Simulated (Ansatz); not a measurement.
# Ta wire along [100], 16 atoms a period: bands along the axis, part 2 of 2

What gap, if any, does the Ta wire along [100], 16 atoms a period have, and how many channels would it open?

Ansatz 0.2.0; DFT PBE, plane waves, PAW; relaxation of a wire's period; PAW set soft_1 (the session's first sound run).

So far: Set-up; Relaxing the period.

## (2) Relaxing the period (continued)

Step by step:

```
step  energy less that of the first step (eV)  largest force component (eV/Å)  pressure (GPa)  volume (Å³)
   1                                   0.0000                          2.4691           -4.75       932.58
   2                                  -1.9789                          0.3588           -0.48       902.87
   3                                  -2.0560                          0.1595            0.26       886.38
   4                                  -2.0704                          0.0600           -0.06       885.03
   5                                  -2.0726                          0.0099            0.00       884.98
  6*                                  -2.0696                          0.0101            0.00       884.98
```

Relaxation steps marked * repeat the geometry before them on a plane-wave basis chosen anew for their cell, so energy and pressure can jump there.

Forces are held to the 16 operations that the run works with; a distortion that breaks them can't arise in this run.

```
cell as run  before  after  change
      c (Å)   3.320  3.151  -5.1 %
```

The atoms that moved most (Å, along periodic axes as changes of fractional coordinates times the final cell, across vacuum about the mean position):

```
atom      dx      dy     dz  length
Ta11   0.000   0.175  0.000   0.175
 Ta1   0.175   0.000  0.000   0.175
 Ta8  -0.175   0.000  0.000   0.175
Ta14   0.000  -0.175  0.000   0.175
 Ta7  -0.027   0.018  0.000   0.033
Ta16   0.018  -0.027  0.000   0.033
Ta15   0.018   0.027  0.000   0.033
 Ta4   0.027   0.018  0.000   0.033
```

This step gave:

```yaml
energy_at_zero_smearing: -158914.9042 eV
cell_length_along_the_wire: 3.151 Å
```

The cell's length comes to 3.151 Å with spin left out.

## (3) The wire at its relaxed period

This step: DFT PBE, plane waves, PAW; bands of a perfect wire; PAW set soft_1 (Ansatz 0.2.0).

At the relaxed period the bands are computed along the axis; those that cross an energy going forward count the channels that a perfect wire would open there.

input.yaml reads:

```yaml
crystal:
  lattice:
    - [16.76, 0.0, 0.0]
    - [0.0, 16.76, 0.0]
    - [0.0, 0.0, 3.1505560774]
  atoms:
    - { symbol: Ta, position: [0.213319694, 0.5, 0.0] }
    - { symbol: Ta, position: [0.402591845, 0.300863156, 0.0] }
    - { symbol: Ta, position: [0.400648344, 0.5, 0.0] }
    - { symbol: Ta, position: [0.402591845, 0.699136844, 0.0] }
    - { symbol: Ta, position: [0.597408155, 0.300863156, 0.0] }
    - { symbol: Ta, position: [0.599351656, 0.5, 0.0] }
    - { symbol: Ta, position: [0.597408155, 0.699136844, 0.0] }
    - { symbol: Ta, position: [0.786680306, 0.5, 0.0] }
    - { symbol: Ta, position: [0.300863156, 0.402591845, 0.5] }
    - { symbol: Ta, position: [0.300863156, 0.597408155, 0.5] }
    - { symbol: Ta, position: [0.5, 0.213319694, 0.5] }
    - { symbol: Ta, position: [0.5, 0.400648344, 0.5] }
    - { symbol: Ta, position: [0.5, 0.599351656, 0.5] }
    - { symbol: Ta, position: [0.5, 0.786680306, 0.5] }
    - { symbol: Ta, position: [0.699136844, 0.402591845, 0.5] }
    - { symbol: Ta, position: [0.699136844, 0.597408155, 0.5] }
kpoints:
  mp_grid: { grid: [1, 1, 26] }
  band_path: { path: ["Γ", Z], npoints: 90 }
scf:
  occupations: { method: fermi_dirac, width: 0.05 }
hamiltonian:
  xc: pbe
  pseudopotentials: { kind: paw, azcp: { folder: soft_1 } }
output:
  dos: { e_range: [-5, 4] }
  write_potential: true
  write_density: true
  volumetric_format: npy
```

On the command line:

```bash
> ansatz run input.yaml --threads 4 --pin off --max-ram 16384MiB --backend cpu --events-out ev --progress --plain --runs-dir out
```

Numbers of over 12 decimals in the logs are rounded to 6 here.

The log of the run:

```text
[...]
Crystal: 16 atoms, lattice volume = 884.984 Å³
Basis set: ecut = 420 eV, 17263 PW (Γ)
Bands: 125, of which v1, the nominal top of the filled ones, is band 104 counted from 1 (103 counted from 0)
Symmetry: 16 space group operations
[...]
k-points: 14 of 26
[...]
SCF iter   1: F=—  HF=-158932.066274 eV  |F-HF|=—  |Δ(HF+E_count)|=         —  Δρ=4.16e-2  dr2=1.60e2  ethr=3.10e-3  ⟨swp⟩=12.4  Hψ=8917  notcnv=0  defer=11
[...]
SCF iter  12: F=-158914.989818 eV  HF=-158914.989818 eV  |F-HF|=9.75e-9  |Δ(HF+E_count)|=   1.36e-8  Δρ=6.90e-7  dr2=1.71e-8  ethr=4.81e-11  ⟨swp⟩=18.2  Hψ=5908  notcnv=0
SCF 1 converged in 12 iterations: F = -158914.989818 eV  dr2 = 1.71e-8
[...]
NSCF: frozen V_eff on 91 k-points
WARN: The output density's exchange-correlation potential varies sharply where the density is thin. Do not read a vacuum level from v_tot or v_xc, or from such a field of the output density. On a cell that repeats whose density bears no net charge and no dipole along the vacuum's axis use v_es (v_loc + v_h of the components); under efield.dipole_correction with no amplitude use v_es + v_field, which holds any externa [...]
SCF converged after 12 iterations
Free energy (F): -158914.989818 eV
[...]
Internal energy: -158914.827846 eV  (E = F + TS)
E sigma→0 (E₀):  -158914.908832 eV
Entropy (-TS):   -0.161973 eV (-10.123 meV/atom)
Fermi energy:    3.382838 eV
[...]
--- Band table (eV; the first three rows and the last of 14) ---
  k-point 0: bands = [... 100 lower, 3.4381, 3.6332, 3.6426, 3.6851, 3.7331, 3.7410, 3.7410, 4.1106, ... 17 higher]
  k-point 1: bands = [... 100 lower, 3.4194, 3.5220, 3.7177, 3.7177, 3.7367, 3.8113, 3.8151, 4.1082, ... 17 higher]
  k-point 2: bands = [... 100 lower, 3.3514, 3.3900, 3.6256, 3.6256, 3.8716, 3.9073, 3.9263, 4.0556, ... 17 higher]
  k-point 13: bands = [... 100 lower, 3.1836, 3.1836, 3.4473, 3.4473, 3.5599, 3.5599, 3.7306, 3.7306, ... 17 higher]
```

The job ended after 2 min (4 threads of Intel Xeon Platinum 8375C at 2.90GHz (Ice Lake), shared host; peak memory 5.3 GiB).

Numbers from this step:

| Item | Value |
| --- | --- |
| energy at zero smearing | -158914.9088 eV |
| band gap | 0 eV |

The electronic bands at the labelled points (eV, zero at the Fermi level; # counts the bands kept):

```
  point    #37    #38    #39    #40    #41    #42    #43    #44
      Γ   0.06   0.25   0.26   0.30   0.35   0.36   0.36   0.73
halfway  -0.77  -0.70  -0.50  -0.50  -0.47  -0.04  -0.04  -0.03
      Z  -0.20  -0.20   0.06   0.06   0.18   0.18   0.35   0.35
```

Between Γ and Z the bands cross the Fermi level 18 times, so a perfect wire would conduct at least 18 G₀, with spin left out.

## (4) Summary of results

```
cell length, PBE                                            : 3.151 Å
ballistic conductance by band crossings, a lower bound, PBE : 18 G₀
```

**Reading.** Under PBE the cell's length is 3.15 Å, and the bands cross the Fermi level 18 times between Γ and Z, which gives a perfect wire at least 18 G₀ (opposite crossings within one step of the path cancel in such a count). No spin was allowed, though thin wires with open d shells can turn magnetic. Spin-orbit coupling is left out, which matters for the bands of heavy atoms.

[Logs are printed without paths, hosts, clocks, repeated set-up lines and the standing remarks that a program may print on its own settings, such as how far it seeks lower states.]

[Hosts, paths, dates, database ids (printed as entryN), source tags and the programs' standing remarks are cut or masked in the printed files.]
